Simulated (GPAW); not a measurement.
# CN in line between two Al chains: relaxation, then transmission at several levels, part 3 of 4

Aim: the conductance of CN in line between two Al chains after relaxation, and whether geometry, basis or functional moves it most.

GPAW 26.7.0; GPAW LCAO, PAW setups; relaxation of the junction within the symmetry of its start, lead ends held (the session's first sound run).

So far, transmission at the Fermi level (one spin): step 3 (GPAW, dzp, PBE, GPAW) 1.95; step 4 (basis szp(dzp), PBE, GPAW) 1.96; step 5 (basis sz(dzp), PBE, GPAW) 1.97; step 6 (LDA) 1.96. Also open channels of the lead at the Fermi level (one spin): 2 in steps 3, 4, 5 and 6.

**7. The structure as built: geometry = "as built"**

Level of this step: GPAW LCAO, PAW setups; Landauer transmission from Green's functions with principal layers (ASE), zero bias (GPAW).

The dzp basis with PBE on the structure as first built shows what the relaxation was worth.

run.py reads:

```python
import json
import numpy as np
from ase import Atoms
from ase.transport.calculators import TransportCalculator
from gpaw import GPAW, FermiDirac
from gpaw.lcao.tools import get_lcao_hamiltonian
from scipy.linalg import eigh

# The junction with lead layers at both ends, along the third cell vector
device = Atoms(
    ['Al', 'Al', 'Al', 'Al', 'Al', 'Al', 'Al', 'C', 'N', 'Al', 'Al', 'Al', 'Al', 'Al', 'Al', 'Al'],
    positions=[
        [4.50000, 4.50000, 1.20000],
        [4.50000, 4.50000, 3.60000],
        [4.50000, 4.50000, 6.00000],
        [4.50000, 4.50000, 8.40000],
        [4.50000, 4.50000, 10.80000],
        [4.50000, 4.50000, 13.20000],
        [4.50000, 4.50000, 15.60000],
        [4.50000, 4.50000, 17.35540],
        [4.50000, 4.50000, 18.53540],
        [4.50000, 4.50000, 20.26670],
        [4.50000, 4.50000, 22.66670],
        [4.50000, 4.50000, 25.06670],
        [4.50000, 4.50000, 27.46670],
        [4.50000, 4.50000, 29.86670],
        [4.50000, 4.50000, 32.26670],
        [4.50000, 4.50000, 34.66670]],
    cell=[[9.0, 0.0, 0.0], [0.0, 9.0, 0.0], [0.0, 0.0, 35.8667]],
    pbc=True)

# One principal layer of the lead: the first 4 atoms of the device
lead = Atoms(
    ['Al', 'Al', 'Al', 'Al'],
    positions=[
        [4.50000, 4.50000, 1.20000],
        [4.50000, 4.50000, 3.60000],
        [4.50000, 4.50000, 6.00000],
        [4.50000, 4.50000, 8.40000]],
    cell=[[9.0, 0.0, 0.0], [0.0, 9.0, 0.0], [0.0, 0.0, 9.6]],
    pbc=True)

settings = dict(mode='lcao', basis='dzp', xc='PBE', h=0.18,
                occupations=FermiDirac(0.1), maxiter=250,
                mixer=dict(beta=0.1, nmaxold=8, weight=100.0),
                convergence=dict(density=0.0001))
energies = np.arange(-2, 2 + 1e-9, 0.025)
eta = 0.0001
n1, n2 = 1, 1
# k and -k transmit alike, so half of the mesh across the current serves
mesh = [(i, j) for i in range(n1) for j in range(n2) if (i, j) <= (-i % n1, -j % n2)]
weights = np.array([1 if (i, j) == (-i % n1, -j % n2) else 2 for i, j in mesh]) / (n1 * n2)


def ground_state(atoms, size, txt):
    atoms.calc = GPAW(kpts={'size': size, 'gamma': True}, symmetry={'tolerance': 1e-3}, txt=txt, **settings)
    atoms.get_potential_energy()
    return atoms.calc.get_fermi_level()


def blocks(atoms, fermi, points, nz, cells):
    """H - E_F S and S between cell 0 and the cells above it, at each point across the current."""
    kz = np.arange(nz) / nz
    calc = atoms.calc.fixed_density(kpts=[(*k, z) for k in points for z in kz], symmetry='off', txt=None)
    H, S = get_lcao_hamiltonian(calc)
    H = (H - fermi * S).reshape(len(H), len(points), nz, *S.shape[1:])
    S = S.reshape(H.shape[1:])
    phases = [np.exp(-2j * np.pi * kz * R) / nz for R in cells]
    return [(np.einsum('skzij,z->ksij', H, p), np.einsum('kzij,z->kij', S, p)) for p in phases]


def pair(a, b):
    return np.block([[a, b], [b.T.conj(), a]])


def count_channels(h, s, cells, nk=240):
    """Half the number of times that the lead's bands cross each energy, unfolded to its shortest repeat."""
    b = len(h) // cells
    bands = []
    for k in (np.arange(nk + 1) + 0.5) / nk:
        hk, sk = h[:b, :b].copy(), s[:b, :b].copy()
        for R in range(1, cells):
            phase, block = np.exp(2j * np.pi * k * R), slice(R * b, (R + 1) * b)
            hk += h[:b, block] * phase + (h[:b, block] * phase).T.conj()
            sk += s[:b, block] * phase + (s[:b, block] * phase).T.conj()
        w, u = eigh(sk)
        x = u[:, w > 1e-5] / w[w > 1e-5]**0.5  # drop near-dependent combinations
        bands.append(np.r_[eigh(x.T.conj() @ hk @ x, eigvals_only=True), [1e9] * (w <= 1e-5).sum()])
    below = np.array(bands)[:, :, None] < energies
    return (below[1:] != below[:-1]).sum((0, 1)) / 2


fermi_lead = ground_state(lead, (1, 1, 12), 'lead.txt')
fermi_device = ground_state(device, (1, 1, 2), 'device.txt')
T, channels, eigen, tail, misfit, shifts = [], [], [], 0.0, 0.0, []
for first in range(0, len(mesh), 434):
    points = [(i / n1, j / n2) for i, j in mesh[first:first + 434]]
    (H0k, S0k), (H1k, S1k), (H2k, _) = blocks(lead, fermi_lead, points, 5, range(3))
    [(Hk, Sk)] = blocks(device, fermi_device, points, 2, [0])
    tail = max(tail, abs(H2k).max())
    for H0, S0, H1, S1, H, S in zip(H0k, S0k, H1k, S1k, Hk, Sk):
        n = len(S0)
        # Shift the lead onto the potential of the device's first layer
        shift = ((H[:, 0, 0] - H0[:, 0, 0]) / S0[0, 0]).real.mean()
        shifts.append(shift)
        misfit = max(misfit, abs(H[:, :n, :n] - H0 - shift * S0).max())
        Tk, Ck, Ek = [], [], []
        for s in range(len(H)):
            t = s % len(H0)  # a lead without moments serves both spins
            h1, s1 = pair(H0[t] + shift * S0, H1[t] + shift * S1), pair(S0, S1)
            leads = dict(h1=h1, s1=s1, energies=energies, eta=eta, eta1=eta, eta2=eta)
            calc = TransportCalculator(h=H[s], s=S, eigenchannels=3, **leads)
            Tk.append(calc.get_transmission())
            Ek.append(np.sort(calc.eigenchannels_ne, axis=0)[::-1])
            Ck.append(count_channels(h1, s1, 8))
        T.append(Tk)
        channels.append(Ck)
        eigen.append(Ek)
T, channels = np.array(T), np.array(channels)
mean, open_channels = np.einsum('kse,k->se', T, weights), np.einsum('kse,k->se', channels, weights)

print(f'basis functions: device {len(S)}, principal layer {n}')
print(f'Fermi level: lead {fermi_lead:.4f} eV, device {fermi_device:.4f} eV; lead shifted by {np.mean(shifts):.4f} eV')
print(f'largest coupling past the next layer {tail:.2e} eV, largest misfit of the first layer {misfit:.3f} eV')
print('  E-E_F (eV)   ' + 'T (one spin)  channels')
for e, t, c in zip(energies, mean.T, open_channels.T):
    print(f'{e:10.3f}  ', *[f'{x:11.4e}' for x in t], *[f'{x:9.4f}' for x in c])

kT = 8.617333e-5 * 300
fine = np.linspace(energies[0], energies[-1], 4001)
both = np.exp(np.interp(fine, energies, np.log(np.maximum(mean.sum(0) * 2 / len(mean), 1e-30))))
fermi = lambda mu: 1 / (1 + np.exp(np.clip((fine - mu) / kT, -200, 200)))
slope = fermi(0) * (1 - fermi(0)) / kT
G = np.trapezoid(both * slope, fine) / 2
seebeck = -np.trapezoid(both * slope * fine, fine) / (2 * G * 300) * 1e6
print(f'conductance at 300 K: {G:.5g} G0 a cell; thermopower {seebeck:.4g} uV/K')
bias = [0.1, 0.2, 0.5, 1.0, 1.5, 2.0]
current = [38.74 * np.trapezoid(both * (fermi(V / 2) - fermi(-V / 2)), fine) for V in bias]
for V, I in zip(bias, current):
    print(f'current from the zero-bias T(E) at {V} V: {I:.5g} uA')
zero = abs(energies).argmin()
json.dump(dict(energies=energies.tolist(), T=mean.tolist(), channels=open_channels.tolist(), G=G, seebeck=seebeck,
               bias=bias, current=current, tail=tail, misfit=misfit, shift=np.mean(shifts), n_device=len(S), n_lead=n,
               fermi=[fermi_lead, fermi_device], energy=device.get_potential_energy(),
               moments=device.get_magnetic_moments().tolist(), mesh=mesh, weights=weights.tolist(),
               T_k=T[:, :, zero].tolist(), eigen=np.array(eigen[0]).tolist()), open('result.json', 'w'))
```

Started as:

```console
OMP_NUM_THREADS=1 OPENBLAS_NUM_THREADS=1 python run.py
```

Output:

```text
basis functions: device 208, principal layer 52
Fermi level: lead -3.1259 eV, device -3.0850 eV; lead shifted by -0.0044 eV
largest coupling past the next layer 2.45e-15 eV, largest misfit of the first layer 0.009 eV
  E-E_F (eV)   T (one spin)  channels
    -2.000    8.6472e-03    1.0000
    -1.975    8.3679e-03    1.0000
    -1.950    8.0866e-03    1.0000
[...]
1.975    1.6849e+00    3.0000
     2.000    1.6817e+00    3.0000
conductance at 300 K: 1.9746 G0 a cell; thermopower 0.2852 uV/K
current from the zero-bias T(E) at 0.1 V: 15.298 uA
current from the zero-bias T(E) at 0.2 V: 30.586 uA
current from the zero-bias T(E) at 0.5 V: 76.275 uA
current from the zero-bias T(E) at 1.0 V: 133.37 uA
current from the zero-bias T(E) at 1.5 V: 169.2 uA
current from the zero-bias T(E) at 2.0 V: 204.93 uA
```

Run time: 2.2 min. Hardware: 1 thread of Arm Neoverse V1, shared host; peak memory 1.7 GiB.

Numbers from this step:

* conductance: 1.975 G₀
* largest coupling past the next principal layer: 2.45e-15 eV
* largest misfit of the first principal layer: 0.008902 eV
* shift that aligns the lead: -0.004414 eV
* transmission at the Fermi level (one spin): 1.975

One spin. Table of transmission, zone mean by energy, zero at the Fermi level:

energy (eV), transmission, zone mean and a bar:
```
   -2.000       0.01 
   -1.800       0.01 
   -1.600       0.00 
   -1.400       0.00 
   -1.200       0.00 
   -1.000       0.00 
   -0.800       0.00 
   -0.600       0.00 
   -0.400       0.31 #####
   -0.250       1.98 ##############################
   -0.200       1.98 ##############################
    0.000       1.98 ##############################
    0.200       1.95 #############################
    0.400       1.90 #############################
    0.600       1.85 ############################
    0.800       1.81 ###########################
    0.975       1.95 #############################
    1.000       1.94 #############################
    1.200       1.85 ############################
    1.400       1.79 ###########################
    1.600       1.74 ##########################
    1.800       1.71 ##########################
    2.000       1.68 #########################
```

The conductance, 1.97 G₀, lies 1.1 % above that of the dzp run.

**8. All levels side by side**

Times are for 1 thread of Arm Neoverse V1, shared host. The series side by side:

```
no.      run  conductance (G₀)     time  memory (GiB)
  1      dzp             1.953  2.3 min           1.7
  2      szp             1.958  1.7 min           1.7
  3       sz             1.967     64 s           1.5
  4  dzp LDA             1.963  1.8 min           1.7
  5  asbuilt             1.975  2.2 min           1.7
```

**9. The levels side by side**

The curves are compared point by point over the common energies.

This step: comparison of transmission and cost over codes, levels and geometry (GPAW 26.7.0).

Ladder, by row:

```
   step  code  T at the Fermi level (sum over the listed spins)  conductance (G0)  r.m.s. T(E) from the first  wall time (s)  peak memory (GiB)  threads
    dzp  GPAW                                             1.954             1.953                           0          136.1               1.73        1
    szp  GPAW                                             1.959             1.958                      0.1506          103.7                1.7        1
     sz  GPAW                                             1.968             1.967                      0.1209          63.53               1.53        1
dzp-LDA  GPAW                                             1.964             1.964                     0.03839          109.1               1.73        1
asbuilt  GPAW                                             1.975             1.975                     0.04555          132.3               1.73        1
```

Transmission, zone mean, sum over the listed spins against energy, zero at the Fermi level:

```
energy (eV)      dzp      szp       sz  dzp-LDA  asbuilt
    -2.0000   0.0105  0.00910  0.00357   0.0102  0.00865
    -1.7500  0.00728  0.00581   1.4e-4  0.00717  0.00576
    -1.5000  0.00352  0.00189  8.4e-13  0.00357  0.00266
    -1.2500  7.1e-11  5.5e-12  8.9e-14  9.7e-11  5.5e-11
    -1.0000  1.9e-12  2.7e-13  3.0e-14  2.0e-12  2.3e-12
    -0.7500  1.3e-12  7.2e-14  2.0e-14  1.3e-12  1.8e-12
    -0.5000  2.8e-11  1.1e-12  3.5e-10  3.0e-11  2.6e-11
    -0.2500     1.98     1.97     1.98     1.98     1.98
     0.0000     1.95     1.96     1.97     1.96     1.98
     0.2500     1.90     1.91     1.93     1.92     1.94
     0.5000     1.85     1.86     1.90     1.88     1.88
     0.7000     1.83     1.83     2.07     1.85     1.83
     0.7500     1.83     1.82     2.07     1.84     1.82
     0.8000     1.83     2.04     2.06     1.84     1.81
     0.8750     1.82     2.01     2.05     2.05     1.79
     0.9500     2.10     1.96     2.03     2.02     1.95
     1.0000     2.06     1.93     2.02     1.99     1.94
     1.2500     1.93     1.80     1.98     1.89     1.83
     1.5000     1.82     1.69     1.93     1.79     1.76
     1.7500     1.73     1.59     1.90     1.71     1.72
     2.0000     1.64     1.51     1.87     1.63     1.68
```

**10. Mixing 0.25**

Mixing changes the road to self-consistency, not its end. The mixing history changes the road to self-consistency, not its end.

This step: GPAW LCAO, PAW setups; Landauer transmission from Green's functions with principal layers (ASE), zero bias (GPAW 26.7.0).

run.py: that of step 7 with these lines changed.

```diff
@@ -18,6 +18,6 @@
         [4.50000, 4.50000, 13.20000],
-        [4.50000, 4.50000, 15.60000],
-        [4.50000, 4.50000, 17.35540],
-        [4.50000, 4.50000, 18.53540],
-        [4.50000, 4.50000, 20.26670],
+        [4.50000, 4.50000, 15.52509],
+        [4.50000, 4.50000, 17.36211],
+        [4.50000, 4.50000, 18.58643],
+        [4.50000, 4.50000, 20.34714],
         [4.50000, 4.50000, 22.66670],
@@ -44,3 +44,3 @@
                 occupations=FermiDirac(0.1), maxiter=250,
-                mixer=dict(beta=0.1, nmaxold=8, weight=100.0),
+                mixer=dict(beta=0.25, nmaxold=5, weight=100.0),
                 convergence=dict(density=0.0001))
```

Output:

```text
basis functions: device 208, principal layer 52
Fermi level: lead -3.1259 eV, device -3.1056 eV; lead shifted by -0.0041 eV
largest coupling past the next layer 1.13e-15 eV, largest misfit of the first layer 0.014 eV
  E-E_F (eV)   T (one spin)  channels
    -2.000    1.0484e-02    1.0000
    -1.975    1.0183e-02    1.0000
    -1.950    9.8780e-03    1.0000
    -1.925    9.5688e-03    1.0000
    -1.900    9.2553e-03    1.0000
    -1.875    8.9373e-03    1.0000
    -1.850    8.6146e-03    1.0000
    -1.825    8.2873e-03    1.0000
    -1.800    7.9550e-03    1.0000
    -1.775    7.6177e-03    1.0000
    -1.750    7.2752e-03    1.0000
    -1.725    6.9273e-03    1.0000
    -1.700    6.5739e-03    1.0000
    -1.675    6.2147e-03    1.0000
    -1.650    5.8496e-03    1.0000
    -1.625    5.4783e-03    1.0000
[...]
1.825    1.6983e+00    3.0000
     1.850    1.6896e+00    3.0000
     1.875    1.6810e+00    3.0000
     1.900    1.6725e+00    3.0000
     1.925    1.6641e+00    3.0000
     1.950    1.6559e+00    3.0000
     1.975    1.6477e+00    3.0000
     2.000    1.6397e+00    3.0000
conductance at 300 K: 1.9529 G0 a cell; thermopower 0.5813 uV/K
current from the zero-bias T(E) at 0.1 V: 15.129 uA
current from the zero-bias T(E) at 0.2 V: 30.243 uA
current from the zero-bias T(E) at 0.5 V: 75.383 uA
current from the zero-bias T(E) at 1.0 V: 131.51 uA
current from the zero-bias T(E) at 1.5 V: 167.21 uA
current from the zero-bias T(E) at 2.0 V: 204.26 uA
```

Elapsed: 2.9 min, on 1 thread; peak memory 1.6 GiB.

This step gave:

```
conductance                                    : 1.953 G₀
largest coupling past the next principal layer : 1.13e-15 eV
largest misfit of the first principal layer    : 0.01384 eV
shift that aligns the lead                     : -0.004062 eV
transmission at the Fermi level (one spin)     : 1.954
```

[end of part 3 of 4]

[Logs are printed without paths, hosts, clocks, repeated set-up lines and the standing remarks that a program may print on its own settings, such as how far it seeks lower states.]

[Hosts, paths, dates, database ids (printed as entryN), source tags and the programs' standing remarks are cut or masked in the printed files.]
